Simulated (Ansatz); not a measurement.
# TaAgO3 (Pm-3m): Hubbard U and Hund's J by constrained RPA, part 2 of 2

Aim: U, U′ and J for the Ag d shell of TaAgO3 (Pm-3m).

Ansatz 0.2.0; non-magnetic LDA, then constrained RPA, plane waves, PAW.

So far. Step 2 (LDA bands and orbital weights): The gap is indirect, with the least direct gap 0.62 eV higher. The pressure of -13 GPa says that this functional would shrink the cell; it is kept.

**3. Constrained RPA: Ag d + anion p, bands v14 to v1, 4×4×4 mesh, medium accuracy**

Constrained RPA screens the interaction with every transition except those inside the target bands, which a later many-body model would treat itself.

This step: constrained RPA on LDA, plane waves, PAW.

input.yaml reads:

```yaml
crystal:
  lattice:
    - [0.0, -3.99937, 0.0]
    - [0.0, 0.0, 3.99937]
    - [-3.99937, 0.0, 0.0]
  atoms:
    - { symbol: Ta, position: [0.0, 0.0, 0.0] }
    - { symbol: Ag, position: [0.5, 0.5, 0.5] }
    - { symbol: O, position: [0.0, 0.0, 0.5] }
    - { symbol: O, position: [0.0, 0.5, 0.0] }
    - { symbol: O, position: [0.5, 0.0, 0.0] }
kpoints:
  mp_grid: { grid: [6, 6, 6] }
hamiltonian:
  xc: lda
scf:
  occupations: { method: gaussian, width: 0.08 }
  n_extra_bands: 24
  max_iter: 150
  lower_state_search: "off"
output:
  crpa:
    kmesh: [4, 4, 4]
    target_bands: [v14, v1]
    projections: [{ species: Ag, l: d, shell: 4 }, { species: O, l: p, shell: 2 }]
  local_orbitals:
    kmesh: [8, 8, 8]
    orbitals: [{ species: Ag, l: d, shell: 4 }, { species: O, l: p, shell: 2 }]
    window: { bands: [v14, v1] }
    seedname: lo
```

On the command line:

```
ansatz run input.yaml --threads 4 --pin off --max-ram 9216MiB --backend cpu --events-out ev --progress --plain --runs-dir out
```

Numbers of over 12 decimals in the logs are rounded to 6 here.

The log of the run:

```text
[...]
Crystal: 5 atoms, lattice volume = 63.970 Å³
Basis set: ecut = 420 eV, 1237 PW (Γ)
Bands: 49, of which v1, the nominal top of the filled ones, is band 25 counted from 1 (24 counted from 0)
Symmetry: 48 space group operations
[...]
k-points: 20 of 216
[...]
SCF iter   1: F=—  HF=-18808.690737 eV  |F-HF|=—  |Δ(HF+E_count)|=         —  Δρ=2.03e-2  dr2=2.52e-1  ethr=1.77e-3  ⟨swp⟩=5.6  Hψ=4196  notcnv=0  defer=148
[...]
SCF iter   6: F=-18808.630699 eV  HF=-18808.630699 eV  |F-HF|=3.48e-9  |Δ(HF+E_count)|=   1.95e-7  Δρ=5.57e-6  dr2=2.07e-8  ethr=2.00e-10  ⟨swp⟩=8.7  Hψ=4653  notcnv=0
SCF 1 converged in 6 iterations: F = -18808.630699 eV  dr2 = 2.07e-8
[...]
NSCF: frozen V_eff on 38 k-points
[...]
cRPA screening: q 1/64
cRPA screening: q 2/64
cRPA screening: q 8/64 (q-point 3)
cRPA screening: q 11/64 (q-point 6)
cRPA screening: q 17/64 (q-point 7)
cRPA screening: q 29/64 (q-point 8)
cRPA screening: q 35/64 (q-point 11)
cRPA screening: q 38/64 (q-point 22)
cRPA screening: q 40/64 (q-point 23)
cRPA screening: q 46/64 (q-point 24)
cRPA screening: q 52/64 (q-point 27)
cRPA screening: q 58/64 (q-point 28)
cRPA screening: q 64/64 (q-point 43)
SCF converged after 6 iterations
Free energy (F): -18808.630699 eV
[...]
Internal energy: -18808.630699 eV  (E = F + TS)
E sigma→0 (E₀):  -18808.630699 eV
Fermi energy:    10.880170 eV
[...]
--- Band table (eV; the first three rows and the last of 20) ---
  k-point 0: bands = [... 21 lower, 8.7692, 9.0410, 9.0410, 9.0410, 11.6180, 12.2290, 12.2290, 12.2290, ... 20 higher]
  k-point 1: bands = [... 21 lower, 8.8351, 9.2802, 9.2871, 9.2871, 12.1896, 12.2852, 12.9162, 12.9162, ... 20 higher]
  k-point 2: bands = [... 21 lower, 8.6785, 9.7361, 9.7691, 9.7691, 12.1091, 13.6477, 14.1290, 14.1290, ... 20 higher]
  k-point 19: bands = [... 21 lower, 8.8538, 9.8099, 9.8099, 9.8099, 13.2870, 16.1153, 16.1153, 16.1153, ... 20 higher]
--- cRPA (band scheme, projected local orbitals): target bands 12..25 (1-based), 14 Wannier function(s), 4×4×4 mesh, 50 bands' worth read of 55 solved, ecut_chi 136.0 eV, v(q+G=0) probe_charge, pair densities all_electron ---
  bands read: the sum over 50 bands ends inside a degenerate multiplet in 1 slot, whose members it reads at an even weight; the widest, k=0: bands 49 to 51 (counted from 1) at 2/3 each
  χ-basis size per q: N_G = 208..251
  window electrons = 28.0000, filled by tetrahedron_uncorrected; constrained ε̄⁻¹(q = 0, 0) head = 0.138285; min gauge Gram eig = 0.5620
  Kanamori averages over each shell's own Wannier functions (sites counted from 0, functions from 1):
  Each shell's averages of U are screened by what lies outside the whole window alone: parameters of one model of all the shells.
    Site 1, 4D, 5 of 5 d orbitals (Wannier functions 1, 2, 3, 4, 5; wannier90's mr 1, 2, 3, 4, 5):
      screened: U = 6.2312 eV, U' = 5.1315 eV, J = 0.5506 eV
      screened, to within: U = 1.9e-2 eV, U' = 1.9e-2 eV, J = 7.9e-4 eV
      bare: V = 18.7743 eV, V' = 17.3426 eV, J = 0.7171 eV
    Site 2, 2P, 3 of 3 p orbitals (Wannier functions 6, 7, 8; wannier90's mr 1, 2, 3):
      screened: U = 3.9947 eV, U' = 2.9158 eV, J = 0.5716 eV
      screened, to within: U = 6.8e-3 eV, U' = 6.7e-3 eV, J = 8.2e-4 eV
      bare: V = 16.7591 eV, V' = 15.2611 eV, J = 0.7756 eV
    Site 3, 2P, 3 of 3 p orbitals (Wannier functions 9, 10, 11; wannier90's mr 1, 2, 3):
      screened: U = 3.9947 eV, U' = 2.9158 eV, J = 0.5716 eV
      screened, to within: U = 6.8e-3 eV, U' = 6.7e-3 eV, J = 8.2e-4 eV
      bare: V = 16.7591 eV, V' = 15.2611 eV, J = 0.7756 eV
    Site 4, 2P, 3 of 3 p orbitals (Wannier functions 12, 13, 14; wannier90's mr 1, 2, 3):
      screened: U = 3.9947 eV, U' = 2.9158 eV, J = 0.5716 eV
      screened, to within: U = 6.8e-3 eV, U' = 6.7e-3 eV, J = 8.2e-4 eV
      bare: V = 16.7591 eV, V' = 15.2611 eV, J = 0.7756 eV
  Hermiticity witness max|P − P†| over intra, direct and exchange elements: 1.60e-14 eV (screened), 3.55e-15 eV (bare)
  Reality witness max|Im| over intra, direct and exchange elements: 6.02e-9 eV (screened), 8.75e-13 eV (bare)
```

It took 3.2 min on 4 threads of Arm Neoverse V1, shared host; peak memory 0.77 GiB; 12 min of CPU time.

This step gave:

```
U                                                 : 6.231 eV
U prime (inter-orbital)                           : 5.131 eV
J                                                 : 0.5506 eV
bare V                                            : 18.77 eV
bare J                                            : 0.7171 eV
stated bound on U                                 : 0.01806 eV
U over bare V                                     : 0.3319
electrons in the window                           : 28
head of the constrained inverse dielectric matrix : 0.1383
least eigenvalue of the projection's overlap      : 0.5620
target functions                                  : 14
bands in the sums                                 : 50
r.m.s. miss of the model bands                    : 5.38e-4 eV
width of the target bands                         : 5.875 eV
weight of the projected orbitals in the window    : 0.8868
```

On the Ag d shell, screening brings the on-site interaction from 18.8 eV down to U = 6.23 eV.

Kanamori averages over each shell's functions. Crpa shells, by row:

| site | element | shell | orbitals | U (eV) | U' (eV) | J (eV) | bare V (eV) | bare V' (eV) | bare J (eV) | bound on U (eV) |
| --- | --- | --- | --- | --- | --- | --- | --- | --- | --- | --- |
| 2 | Ag | 4D | 5 | 6.231 | 5.131 | 0.5506 | 18.77 | 17.34 | 0.7171 | 0.01806 |
| 3 | O | 2P | 3 | 3.995 | 2.916 | 0.5716 | 16.76 | 15.26 | 0.7756 | 0.006741 |
| 4 | O | 2P | 3 | 3.995 | 2.916 | 0.5716 | 16.76 | 15.26 | 0.7756 | 0.006741 |
| 5 | O | 2P | 3 | 3.995 | 2.916 | 0.5716 | 16.76 | 15.26 | 0.7756 | 0.006741 |

Density-density elements U_iijj, eV. U matrix, by row:

| orbital | Ag2 dz2 | Ag2 dxz | Ag2 dyz | Ag2 dx2-y2 | Ag2 dxy | O3 pz | O3 px | O3 py | O4 pz | O4 px | O4 py | O5 pz | O5 px | O5 py |
| --- | --- | --- | --- | --- | --- | --- | --- | --- | --- | --- | --- | --- | --- | --- |
| Ag2 dz2 | 6.254 | 5.329 | 5.329 | 4.953 | 4.939 | 0.805 | 0.74 | 0.819 | 0.729 | 0.794 | 0.794 | 0.805 | 0.819 | 0.74 |
| Ag2 dxz | 5.329 | 6.216 | 5.056 | 5.069 | 5.056 | 0.79 | 0.731 | 0.799 | 0.731 | 0.79 | 0.799 | 0.83 | 0.83 | 0.754 |
| Ag2 dyz | 5.329 | 5.056 | 6.216 | 5.069 | 5.056 | 0.83 | 0.754 | 0.83 | 0.731 | 0.799 | 0.79 | 0.79 | 0.799 | 0.731 |
| Ag2 dx2-y2 | 4.953 | 5.069 | 5.069 | 6.254 | 5.458 | 0.807 | 0.733 | 0.793 | 0.744 | 0.818 | 0.818 | 0.807 | 0.793 | 0.733 |
| Ag2 dxy | 4.939 | 5.056 | 5.056 | 5.458 | 6.216 | 0.799 | 0.731 | 0.79 | 0.754 | 0.83 | 0.83 | 0.799 | 0.79 | 0.731 |
| O3 pz | 0.805 | 0.79 | 0.83 | 0.807 | 0.799 | 3.78 | 2.996 | 2.756 | 0.849 | 0.899 | 0.799 | 0.745 | 0.799 | 0.773 |
| O3 px | 0.74 | 0.731 | 0.754 | 0.733 | 0.731 | 2.996 | 4.423 | 2.996 | 0.829 | 0.849 | 0.773 | 0.773 | 0.849 | 0.829 |
| O3 py | 0.819 | 0.799 | 0.83 | 0.793 | 0.79 | 2.756 | 2.996 | 3.78 | 0.773 | 0.799 | 0.745 | 0.799 | 0.899 | 0.849 |
| O4 pz | 0.729 | 0.731 | 0.731 | 0.744 | 0.754 | 0.849 | 0.829 | 0.773 | 4.423 | 2.996 | 2.996 | 0.849 | 0.773 | 0.829 |
| O4 px | 0.794 | 0.79 | 0.799 | 0.818 | 0.83 | 0.899 | 0.849 | 0.799 | 2.996 | 3.78 | 2.756 | 0.799 | 0.745 | 0.773 |
| O4 py | 0.794 | 0.799 | 0.79 | 0.818 | 0.83 | 0.799 | 0.773 | 0.745 | 2.996 | 2.756 | 3.78 | 0.899 | 0.799 | 0.849 |
| O5 pz | 0.805 | 0.83 | 0.79 | 0.807 | 0.799 | 0.745 | 0.773 | 0.799 | 0.849 | 0.799 | 0.899 | 3.78 | 2.756 | 2.996 |
| O5 px | 0.819 | 0.83 | 0.799 | 0.793 | 0.79 | 0.799 | 0.849 | 0.899 | 0.773 | 0.745 | 0.799 | 2.756 | 3.78 | 2.996 |
| O5 py | 0.74 | 0.754 | 0.731 | 0.733 | 0.731 | 0.773 | 0.829 | 0.849 | 0.829 | 0.773 | 0.849 | 2.996 | 2.996 | 4.423 |

Exchange elements U_ijji, eV. J matrix, by row:

| orbital | Ag2 dz2 | Ag2 dxz | Ag2 dyz | Ag2 dx2-y2 | Ag2 dxy | O3 pz | O3 px | O3 py | O4 pz | O4 px | O4 py | O5 pz | O5 px | O5 py |
| --- | --- | --- | --- | --- | --- | --- | --- | --- | --- | --- | --- | --- | --- | --- |
| Ag2 dz2 | - | 0.453 | 0.453 | 0.65 | 0.646 | 0.004 | 0 | 0.006 | 0.001 | 0.005 | 0.005 | 0.004 | 0.006 | 0 |
| Ag2 dxz | 0.453 | - | 0.584 | 0.582 | 0.584 | 0.003 | 0.001 | 0.004 | 0.001 | 0.003 | 0.004 | 0.011 | 0.011 | 0.003 |
| Ag2 dyz | 0.453 | 0.584 | - | 0.582 | 0.584 | 0.011 | 0.003 | 0.011 | 0.001 | 0.004 | 0.003 | 0.003 | 0.004 | 0.001 |
| Ag2 dx2-y2 | 0.65 | 0.582 | 0.582 | - | 0.388 | 0.006 | 0.001 | 0.003 | 0 | 0.005 | 0.005 | 0.006 | 0.003 | 0.001 |
| Ag2 dxy | 0.646 | 0.584 | 0.584 | 0.388 | - | 0.004 | 0.001 | 0.003 | 0.003 | 0.011 | 0.011 | 0.004 | 0.003 | 0.001 |
| O3 pz | 0.004 | 0.003 | 0.011 | 0.006 | 0.004 | - | 0.592 | 0.531 | 0.01 | 0.027 | 0.006 | 0.004 | 0.006 | 0.002 |
| O3 px | 0 | 0.001 | 0.003 | 0.001 | 0.001 | 0.592 | - | 0.592 | 0.006 | 0.01 | 0.002 | 0.002 | 0.01 | 0.006 |
| O3 py | 0.006 | 0.004 | 0.011 | 0.003 | 0.003 | 0.531 | 0.592 | - | 0.002 | 0.006 | 0.004 | 0.006 | 0.027 | 0.01 |
| O4 pz | 0.001 | 0.001 | 0.001 | 0 | 0.003 | 0.01 | 0.006 | 0.002 | - | 0.592 | 0.592 | 0.01 | 0.002 | 0.006 |
| O4 px | 0.005 | 0.003 | 0.004 | 0.005 | 0.011 | 0.027 | 0.01 | 0.006 | 0.592 | - | 0.531 | 0.006 | 0.004 | 0.002 |
| O4 py | 0.005 | 0.004 | 0.003 | 0.005 | 0.011 | 0.006 | 0.002 | 0.004 | 0.592 | 0.531 | - | 0.027 | 0.006 | 0.01 |
| O5 pz | 0.004 | 0.011 | 0.003 | 0.006 | 0.004 | 0.004 | 0.002 | 0.006 | 0.01 | 0.006 | 0.027 | - | 0.531 | 0.592 |
| O5 px | 0.006 | 0.011 | 0.004 | 0.003 | 0.003 | 0.006 | 0.01 | 0.027 | 0.002 | 0.004 | 0.006 | 0.531 | - | 0.592 |
| O5 py | 0 | 0.003 | 0.001 | 0.001 | 0.001 | 0.002 | 0.006 | 0.01 | 0.006 | 0.002 | 0.01 | 0.592 | 0.592 | - |

Projected local orbitals of the target window. The electronic bands at the labelled points (eV, zero at the Fermi level; # counts the bands kept):

| point | #11 | #12 | #13 | #14 |
| --- | --- | --- | --- | --- |
| Γ | -2.11 | -1.84 | -1.84 | -1.84 |
| halfway | -2.15 | -1.34 | -1.33 | -1.33 |
| X | -2.12 | -0.98 | -0.92 | -0.92 |
| halfway | -1.74 | -1.50 | -1.21 | -1.02 |
| M | -2.03 | -1.31 | -1.31 | -0.74 |
| halfway | -1.84 | -1.46 | -1.38 | -1.29 |
| Γ | -2.11 | -1.84 | -1.84 | -1.84 |
| halfway | -1.98 | -1.62 | -0.96 | -0.96 |
| R | -2.03 | -1.07 | -1.07 | -1.07 |
| halfway | -1.84 | -1.15 | -1.09 | -0.99 |
| X | -2.12 | -0.98 | -0.92 | -0.92 |
| jump to R | -2.03 | -1.07 | -1.07 | -1.07 |
| halfway | -2.02 | -1.10 | -1.10 | -0.89 |
| M | -2.03 | -1.31 | -1.31 | -0.74 |

The same for Kohn-Sham, solved directly:

| point | #11 | #12 | #13 | #14 |
| --- | --- | --- | --- | --- |
| Γ | -2.11 | -1.84 | -1.84 | -1.84 |
| X | -2.12 | -0.98 | -0.92 | -0.92 |
| M | -2.03 | -1.31 | -1.31 | -0.74 |
| Γ | -2.11 | -1.84 | -1.84 | -1.84 |
| R | -2.03 | -1.07 | -1.07 | -1.07 |
| X | -2.12 | -0.98 | -0.92 | -0.92 |
| R | -2.03 | -1.07 | -1.07 | -1.07 |
| M | -2.03 | -1.31 | -1.31 | -0.74 |

Onsite levels, by row:

| orbital | level less Fermi level (eV) |
| --- | --- |
| Ag2 dz2 | -2.199 |
| Ag2 dxz | -2.217 |
| Ag2 dyz | -2.217 |
| Ag2 dx2-y2 | -2.199 |
| Ag2 dxy | -2.217 |
| O3 pz | -3.207 |
| O3 px | -4.69 |
| O3 py | -3.207 |
| O4 pz | -4.69 |
| O4 px | -3.207 |
| O4 py | -3.207 |
| O5 pz | -3.207 |
| O5 px | -3.207 |
| O5 py | -4.69 |

Largest distinct elements between sites. Hoppings, by row:

| from | to | cell | distance (Å) | t (eV) |
| --- | --- | --- | --- | --- |
| O3 px | O3 px | 0 0 -1 | 3.999 | 0.9378 |
| O4 py | O5 pz | 0 1 0 | 2.828 | -0.6439 |
| O3 py | Ag2 dyz | -1 0 0 | 2.828 | -0.3303 |
| O3 pz | Ag2 dx2-y2 | -1 0 0 | 2.828 | 0.2111 |
| O5 pz | O5 pz | -1 0 0 | 3.999 | 0.2083 |
| O3 py | Ag2 dz2 | 0 -1 0 | 2.828 | 0.1857 |
| O4 py | Ag2 dz2 | -1 0 0 | 2.828 | 0.1799 |
| O4 px | O5 px | 0 1 0 | 2.828 | -0.1646 |
| O4 pz | O5 pz | 0 0 0 | 2.828 | 0.1514 |
| O5 py | Ag2 dyz | 0 -1 0 | 2.828 | -0.1119 |
| Ag2 dx2-y2 | O4 px | 1 0 0 | 2.828 | -0.1106 |
| Ag2 dx2-y2 | O3 py | 1 0 0 | 2.828 | 0.1005 |

**4. What came out**

```
Ag d + anion p : U 6.23 eV, U′ 5.13 eV, J 0.55 eV, bare V 18.8 eV
method         : constrained RPA on non-magnetic LDA, 4×4×4 mesh, static; search for lower states off
```

For Ag d + anion p, screening cuts the on-site interaction from 18.77 eV to 6.23 eV (33 %), while J goes only from 0.72 eV to 0.55 eV: the monopole is screened far more than the multipoles. U − 2J differs from U′ by −0.001 eV, so the Kanamori relation holds well. The window Ag d + anion p is full, so it holds no transition to leave out and its U is the fully screened RPA value. The parent state is non-magnetic and the interaction static (zero frequency); U depends on the window and the orbitals, so it belongs to this model alone. Spin-orbit coupling, which is strong for atoms this heavy, is left out. A window that holds the anion p bands defines a model with explicit ligands; its U belongs to that model and is not the U of DFT+U.

[Paths, hosts, dates, memory and timing lines, banners, echoed tables and standing remarks are left out of the program output.]

[Logs are printed without paths, hosts, clocks, repeated set-up lines and the standing remarks that a program may print on its own settings, such as how far it seeks lower states.]

[Runs of the session that timed out or met a known fault of the program may be left out.]

[Hosts, paths, dates, database ids (printed as entryN), source tags and the programs' standing remarks are cut or masked in the printed files.]
